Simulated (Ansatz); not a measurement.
# W2C(OH)2 MXene monolayer in a perpendicular field

Wanted: the out-of-plane response of the W2C(OH)2 MXene monolayer. A positive field points along +c.

Method: plane-wave DFT, PBE-D3(BJ), Ansatz PAW, in Ansatz 0.2.0.

Report form: inputs, costs, results and the conclusion, without the logs.

## (1) The structure

The cell holds 7 atoms: 2 H, 2 O, 2 W and 1 C. Cell: a = 3.125 Å, b = 3.125 Å, c = 44.244 Å, α = 90.0°, β = 90.0°, γ = 120.0°. Vacuum lies along c.

Structure file:

```cif
data_structure
_symmetry_space_group_name_H-M 'P 1'
_symmetry_Int_Tables_number 1
_cell_length_a 3.1254
_cell_length_b 3.1254
_cell_length_c 44.2444
_cell_angle_alpha 90.000
_cell_angle_beta 90.000
_cell_angle_gamma 120.000
_cell_volume 374.28
loop_
_atom_site_label
_atom_site_type_symbol
_atom_site_fract_x
_atom_site_fract_y
_atom_site_fract_z
_atom_site_occupancy
H1 H 0.33333 0.66667 0.42491 1
O2 O 0.33333 0.66667 0.44706 1
W3 W 0.66667 0.33333 0.47213 1
C4 C 0.00000 0.00000 0.50000 1
W5 W 0.33333 0.66667 0.52787 1
O6 O 0.66667 0.33333 0.55294 1
H7 H 0.66667 0.33333 0.57509 1
```

## (2) Relaxing the slab

The starting cell is a guess, so the in-plane lattice and the atoms are relaxed first, with the slab cut off from its images along the normal.

Input file input.yaml:

```yaml
crystal:
  lattice:
    - [3.125408, 0.0, 0.0]
    - [-1.562704, 2.7066827252, 0.0]
    - [0.0, 0.0, 44.2443915817]
  atoms:
    - { symbol: H, position: [0.3333333333, 0.6666666667, 0.4249126122] }
    - { symbol: O, position: [0.3333333333, 0.6666666667, 0.4470623121] }
    - { symbol: W, position: [0.6666666667, 0.3333333333, 0.4721274791] }
    - { symbol: C, position: [0.0, 0.0, 0.5] }
    - { symbol: W, position: [0.3333333333, 0.6666666667, 0.5278725209] }
    - { symbol: O, position: [0.6666666667, 0.3333333333, 0.5529376879] }
    - { symbol: H, position: [0.6666666667, 0.3333333333, 0.5750873878] }
  periodic: [true, true, false]
kpoints:
  mp_grid: { grid: [12, 12, 1] }
hamiltonian:
  xc: pbe
  dispersion: d3bj
scf:
  occupations: { method: fermi_dirac, width: 0.05 }
  convergence: { dr2_threshold: 1.0e-09 }
relax:
  f_tol: 0.004
  max_steps: 90
  cell: {}
output:
  write_potential: true
  write_density: true
  volumetric_format: npy
```

The run is started by

```bash
$ ansatz run input.yaml --threads 2 --pin off --max-ram 3072MiB --backend cpu --events-out ev --progress --plain --runs-dir out
```

Run time: 76 s. Hardware: 2 threads of Arm Neoverse V2, shared host; peak memory 0.68 GiB; 2.5 min of CPU time.

Step by step:

| step | energy less that of the first step (eV) | largest force component (eV/Å) | volume (Å³) |
| --- | --- | --- | --- |
| 1 | 0.0000 | 3.9515 | 374.28 |
| 2 | -0.9677 | 0.9351 | 358.02 |
| 3 | -1.1980 | 0.9044 | 340.48 |
| 4 | -1.2573 | 1.0678 | 324.06 |
| 5 | -1.3277 | 0.3733 | 325.50 |
| 6 | -1.3391 | 0.7360 | 317.70 |
| 7 | -1.3526 | 0.0337 | 320.18 |
| 8 | -1.3528 | 0.0171 | 320.02 |
| 9 | -1.3527 | 0.0009 | 320.22 |
| 10* | -1.3345 | 0.0057 | 320.22 |
| 11 | -1.3358 | 0.0022 | 319.14 |
| 12* | -1.3350 | 0.0021 | 319.14 |

Relaxation steps marked * repeat the geometry before them on a plane-wave basis chosen anew for their cell, so energy and pressure can jump there.

The run keeps the 12 symmetry operations that the program found, so distortions that break them were not tested.

| cell as run | before | after | change |
| --- | --- | --- | --- |
| a (Å) | 3.125 | 2.886 | -7.7 % |
| b (Å) | 3.125 | 2.886 | -7.7 % |

The atoms that moved most (Å, along periodic axes as changes of fractional coordinates times the final cell, across vacuum about the mean position):

| atom | dx | dy | dz | length |
| --- | --- | --- | --- | --- |
| H1 | 0.000 | 0.000 | -0.507 | 0.507 |
| H7 | 0.000 | 0.000 | 0.507 | 0.507 |
| O6 | 0.000 | 0.000 | 0.502 | 0.502 |
| O2 | 0.000 | 0.000 | -0.502 | 0.502 |
| W5 | 0.000 | 0.000 | 0.125 | 0.125 |
| W3 | 0.000 | 0.000 | -0.125 | 0.125 |

Numbers from this step:

* energy at zero smearing: -22186.1320 eV

The lattice constant a goes from 3.125 to 2.886 Å.

## (3) Atoms held, field 0

A sawtooth potential applies the field, turning back in the middle of the vacuum. With the dipole correction the typed value is the field outside the slab. The induced dipole is small, so the SCF threshold is tight.

The cell differs from the one that the last finished run ended in (c 44.244 → 25.658 Å).

Input file input.yaml:

```yaml
crystal:
  lattice:
    - [2.8860142455, 0.0, 0.0]
    - [-1.4430071228, 2.4993616523, 0.0]
    - [0.0, 0.0, 25.6583724981]
  atoms:
    - { symbol: H, position: [0.3333333333, 0.6666666667, 0.3507626994] }
    - { symbol: O, position: [0.3333333333, 0.6666666667, 0.3891650055] }
    - { symbol: W, position: [0.6666666667, 0.3333333333, 0.4470512458] }
    - { symbol: C, position: [0.0, 0.0, 0.5] }
    - { symbol: W, position: [0.3333333333, 0.6666666667, 0.5529487542] }
    - { symbol: O, position: [0.6666666667, 0.3333333333, 0.6108349945] }
    - { symbol: H, position: [0.6666666667, 0.3333333333, 0.6492373006] }
kpoints:
  mp_grid: { grid: [18, 18, 1] }
  band_path:
    path: [[0, 0, 0], [0.5, 0, 0], [0.33333333, 0.33333333, 0], [0, 0, 0]]
    npoints: 16
hamiltonian:
  xc: pbe
  dispersion: d3bj
scf:
  occupations: { method: fermi_dirac, width: 0.02585 }
  convergence: { dr2_threshold: 1.0e-10 }
efield:
  axis: 3
  dipole_correction: true
  ramp_position: 0.97
  ramp_width: 0.06
  amplitude: 0
output:
  dos: { projected: true, e_range: [-6, 5] }
  write_potential: true
  write_density: true
  volumetric_format: npy
  elf: true
```

Elapsed: 17 s, on 2 threads; peak memory 0.52 GiB.

Numbers from this step:

* energy at zero smearing: -22186.1500 eV
* work function, upper face: 2.501 eV
* dipole along the normal: -1.27e-7 e·Å

Running mean over a fixed 2.7 Å (it still follows the layers) of the planar mean; the ramp of the sawtooth is left out. Electron's electrostatic potential energy less the Fermi level against z:

z (Å), electron's electrostatic potential energy less the Fermi level (eV) and a bar from the least value:
```
        3        2.5 ##############################
        4        2.5 ##############################
        5        2.5 ##############################
        6        2.4 ##############################
        7        2.1 #############################
        8        0.9 ###########################
        9       -2.0 ######################
       10       -7.5 ############
       11      -13.2 ##
       12      -14.4 
       13      -14.4 
       14      -14.1 #
       15      -12.1 ####
       16       -4.9 #################
       17       -0.8 ########################
       18        1.3 ############################
       19        2.3 ##############################
       20        2.4 ##############################
       21        2.5 ##############################
       22        2.5 ##############################
```

The density of states has structure finer than the step of the table below, so its rows give means over 0.25 eV. Peaks (eV: height): -5.750: 10.0, -5.500: 7.45, -3.630: 3.68, -1.340: 3.54, 0.070: 7.44, 0.310: 4.01, 0.530: 4.66.

Table of density of states by energy, zero at the Fermi level; means over each step:

| energy (eV) | density of states (states/eV a cell) |
| --- | --- |
| -5.75 | 7.81 |
| -5.50 | 5.30 |
| -5.25 | 1.92 |
| -5.00 | 1.43 |
| -4.75 | 0.979 |
| -4.50 | 0.799 |
| -4.25 | 0.779 |
| -4.00 | 0.665 |
| -3.75 | 1.69 |
| -3.50 | 2.28 |
| -3.25 | 1.45 |
| -3.00 | 0.877 |
| -2.75 | 0.661 |
| -2.50 | 0.615 |
| -2.25 | 1.20 |
| -2.00 | 1.36 |
| -1.75 | 1.05 |
| -1.50 | 1.56 |
| -1.25 | 2.39 |
| -1.00 | 2.25 |
| -0.75 | 2.26 |
| -0.50 | 1.33 |
| -0.25 | 2.03 |
| 0.00 | 4.23 |
| 0.25 | 2.74 |

Projected DOS per atom over height of the atomic layer and energy from the Fermi level. Layers: H O W C W O H from below.

Ten even steps from '0' (0.00 states/eV) to '9' (1.90 states/eV), each cell a mean:
```
0051500
0171710
0040400
0020200
0040400
0040400
0041400
0020200
0020200
0020200
0010100
0010100
0011100
0133310
0012100
0010100
0010100
0011100
0021200
0221220
0943490
0956590
```
Columns: height of the atomic layer (Å) from 9 to 16.7 (not evenly spaced); rows upwards: energy from the Fermi level (eV) from -5.96 to 0.52.

The electronic bands at the labelled points (eV, zero at the Fermi level):

| point | band 20 | band 21 | band 22 | band 23 | band 24 | band 25 | band 26 | band 27 |
| --- | --- | --- | --- | --- | --- | --- | --- | --- |
| Γ | -3.23 | -3.23 | -1.46 | -1.46 | -0.04 | -0.04 | 0.32 | 0.38 |
| halfway | -3.88 | -3.74 | -1.74 | -0.49 | -0.15 | 0.20 | 1.14 | 1.47 |
| M | -5.03 | -3.71 | -1.48 | 1.87 | 2.14 | 2.82 | 2.82 | 2.94 |
| halfway | -5.81 | -2.82 | -0.94 | 0.84 | 1.23 | 1.72 | 2.04 | 3.18 |
| K | -5.94 | -1.06 | -0.23 | -0.23 | 0.17 | 1.39 | 1.39 | 3.21 |
| halfway | -4.84 | -2.48 | -2.46 | -0.96 | 0.13 | 0.92 | 1.27 | 1.52 |
| Γ | -3.23 | -3.23 | -1.46 | -1.46 | -0.04 | -0.04 | 0.32 | 0.38 |

Electrostatic potential energy in the ca plane at fractional y = 0.333, with atoms of W and O and H within 0.2 Å of it. With pseudopotentials it is smooth inside the atoms' cores, unlike the true potential.

Values in eV, 5 rows by 16 columns, each cell a mean:
```
  6   6   6   6   5   5  -7 -41 -10   1  -2 -14  -4   4   6   6
  6   6   6   6   6   5 -16 -50 -19   4   1 -40 -38   0   6   6
  6   6   6   6   5   5  -7 -41 -10   1  -2 -14  -5   4   6   6
  6   6   6   6   5   4   2  -5   0  -7 -16   2   5   5   6   6
  6   6   6   6   5   4   2  -5   0  -7 -16   2   5   5   6   6
```
Columns run along c (16.0 Å, from fractional 0.16 to 0.79 of the cell; values clipped at the 3rd and 97th percentile), rows up along a (2.9 Å). Atoms in or near the plane, at fractional coordinates: W at (0.45, 0.67), O at (0.61, 0.67), H at (0.65, 0.67).

Valence density in the ca plane at fractional y = 0.333, with atoms of W and O and H within 0.2 Å of it. It is the smooth field of the valence electrons, not physical close to the nuclei.

Ten steps, logarithmic in the rise over the least value, from '0' (0.0 e/Å³) to '9' (6.5 e/Å³), each cell a mean:
```
00112335787544344445665321000000000000000000
00011247999743333347997642000000000000000000
00001248999743233347998752000000000000000000
00011247998643333346887541000000000000000000
00112335776544444444654321000000000000000000
01123443444444456643332100000000000000000000
01234443344455556653221000000000000000000000
01123443454444455543332100000000000000000000
```
Columns run along c (16.0 Å, from fractional 0.32 to 0.94 of the cell), rows up along a (2.9 Å). Atoms in or near the plane, at fractional coordinates: W at (0.45, 0.67), O at (0.61, 0.67), H at (0.65, 0.67).

ELF in the ca plane at fractional y = 0.333, with atoms of W and O and H within 0.2 Å of it. It is the smooth field of the valence electrons, not physical close to the nuclei.

Ten even steps from '0' (0.00) to '9' (0.97), each cell a mean:
```
00000000000000010000001221366423422212687654
00000000000000010000000012654631113324767898
00000000000000010000000013731641113324745999
00000000000000010000000112665632222323777888
00000000000000010000012331255324422221577543
00000000000000111001124663123346632331132100
00000000000000111001234674223457732442100000
00000000000000111000123553123246632331243210
```
Columns run along c (16.0 Å, from fractional 0.06 to 0.68 of the cell), rows up along a (2.9 Å). Atoms in or near the plane, at fractional coordinates: W at (0.45, 0.67), O at (0.61, 0.67), H at (0.65, 0.67).

The work function of the upper face is 2.50 eV.

## (4) Atoms held, field 0.1 V/Å

input.yaml, as its differences from that of step 3:

```diff
@@ -29,5 +29,4 @@
   ramp_width: 0.06
-  amplitude: 0
+  amplitude: 0.1
 output:
-  dos: { projected: true, e_range: [-6, 5] }
   write_potential: true
@@ -35,2 +34 @@
   volumetric_format: npy
-  elf: true
```

Run time: 21 s. Hardware: 2 threads; peak memory 0.51 GiB.

The dipole is 0.0521 e·Å.

## (5) Atoms held, field -0.1 V/Å

input.yaml, as its differences from that of step 4:

```diff
@@ -29,3 +29,3 @@
   ramp_width: 0.06
-  amplitude: 0.1
+  amplitude: -0.1
 output:
```

Elapsed: 22 s, on 2 threads; peak memory 0.51 GiB; 43 s of CPU time.

The dipole is -0.0521 e·Å.

## (6) Response, atoms held

This step: plane-wave DFT, PBE-D3(BJ), Ansatz PAW; response to a field along the normal, atoms held (Ansatz 0.2.0).

The dipoles give the slope, and the difference of two potentials shows where the field is screened.

This step gave:

- equivalent conductor thickness p/(ε₀AE): 13.06 Å
- distance between the outer atoms: 7.658 Å

Dipole of the cell against applied field:

| applied field (V/Å) | dipole of the cell (e·Å) |
| --- | --- |
| -0.1000 | -0.0521 |
| 0.0000 | -1.3e-7 |
| 0.1000 | 0.0521 |

Local field over the applied field, running mean. From the potentials at -0.1 and 0.1 V/Å; running mean over 2.5 Å. The local field over applied field by z:

| z (Å) | local field over applied field |
| --- | --- |
| 5 | 0.919 |
| 6 | 0.765 |
| 7 | 0.442 |
| 8 | 0.0521 |
| 9 | -0.146 |
| 10 | -0.134 |
| 11 | -0.0594 |
| 12 | -0.0144 |
| 13 | 0.0116 |
| 14 | -0.0295 |
| 15 | -0.0810 |
| 16 | -0.154 |
| 17 | -0.106 |
| 18 | 0.172 |
| 19 | 0.571 |
| 20 | 0.834 |
| 21 | 0.945 |

The induced electron density oscillates, so the rows of the table below give means over 0.5 Å (shorter at the two ends). Its distinct maxima (Å: e/Å³ per V/Å): 7.70: 0.00307, 9.69: 3.6e-4, 10.55: 9.4e-4, 14.40: 0.00120, 15.68: 0.00165, 16.54: 0.00136. Distinct minima: 9.12: -0.00136, 9.98: -0.00165, 11.26: -0.00120, 15.11: -9.4e-4, 15.97: -3.6e-4, 17.96: -0.00307.

Electrons, planar mean, per unit field. The induced electron density by z; means over each step:

| z (Å) | induced electron density (e/Å³ per V/Å) |
| --- | --- |
| 4.5 | 2.2e-4 |
| 5.0 | 3.9e-4 |
| 5.5 | 6.7e-4 |
| 6.0 | 0.00111 |
| 6.5 | 0.00176 |
| 7.0 | 0.00248 |
| 7.5 | 0.00298 |
| 8.0 | 0.00279 |
| 8.5 | 0.00126 |
| 9.0 | -9.4e-4 |
| 9.5 | -3.5e-4 |
| 10.0 | -9.3e-4 |
| 10.5 | 5.8e-4 |
| 11.0 | -5.8e-4 |
| 11.5 | -7.9e-4 |
| 12.0 | -2.0e-5 |
| 12.5 | -7.5e-5 |
| 13.0 | 5.7e-5 |
| 13.5 | 3.7e-6 |
| 14.0 | 4.7e-4 |
| 14.5 | 9.4e-4 |
| 15.0 | -5.0e-4 |
| 15.5 | 6.7e-4 |
| 16.0 | 2.1e-4 |
| 16.5 | 0.00110 |
| 17.0 | -4.7e-4 |
| 17.5 | -0.00250 |
| 18.0 | -0.00302 |
| 18.5 | -0.00268 |
| 19.0 | -0.00199 |
| 19.5 | -0.00129 |
| 20.0 | -7.9e-4 |
| 20.5 | -4.6e-4 |
| 21.0 | -2.7e-4 |
| 21.5 | -1.7e-4 |

By hand: between -0.1 and 0.1 V/Å the dipole changes by 0.1042 e·Å, a slope of 0.5208 e·Å²/V. A perfect conductor of thickness t has p = ε₀AEt, so t = 180.95 × 0.5208 / 7.213 = 13.06 Å (e/ε₀ = 180.95 V·Å, A in Å²).

The induced dipole is that of a conductor 13.06 Å thick.

## (7) Summary of results

```yaml
gap_without_field: none
work_function_upper_face: 2.50 eV
equivalent_conductor_thickness_atoms_held: 13.1 Å
```

What this shows: The induced dipole equals that of a perfect conductor 13.06 Å thick, while the outer atoms lie 7.66 Å apart. There is no gap over 0.03 eV, with or without the field. The main runs have no spin polarisation; a magnetic state could lie lower and would change these results. Spin-orbit coupling is left out, which matters for the bands of elements this heavy. The MXene's terminations sit over the metal atoms of its far layer; the site over carbon or nitrogen, which some compounds prefer, was not run.

[Long decimals in the printed logs are rounded to 6 places.]

[Logs are printed without paths, hosts, clocks, repeated set-up lines and the standing remarks that a program may print on its own settings, such as how far it seeks lower states.]

[Hosts, paths, dates, database ids (printed as entryN), source tags and the programs' standing remarks are cut or masked in the printed files.]

[Maps of the electrostatic potential energy from Ansatz leave out the sawtooth potential of an applied field or a dipole correction, so their vacuum need not be flat; planar profiles and work functions include it.]
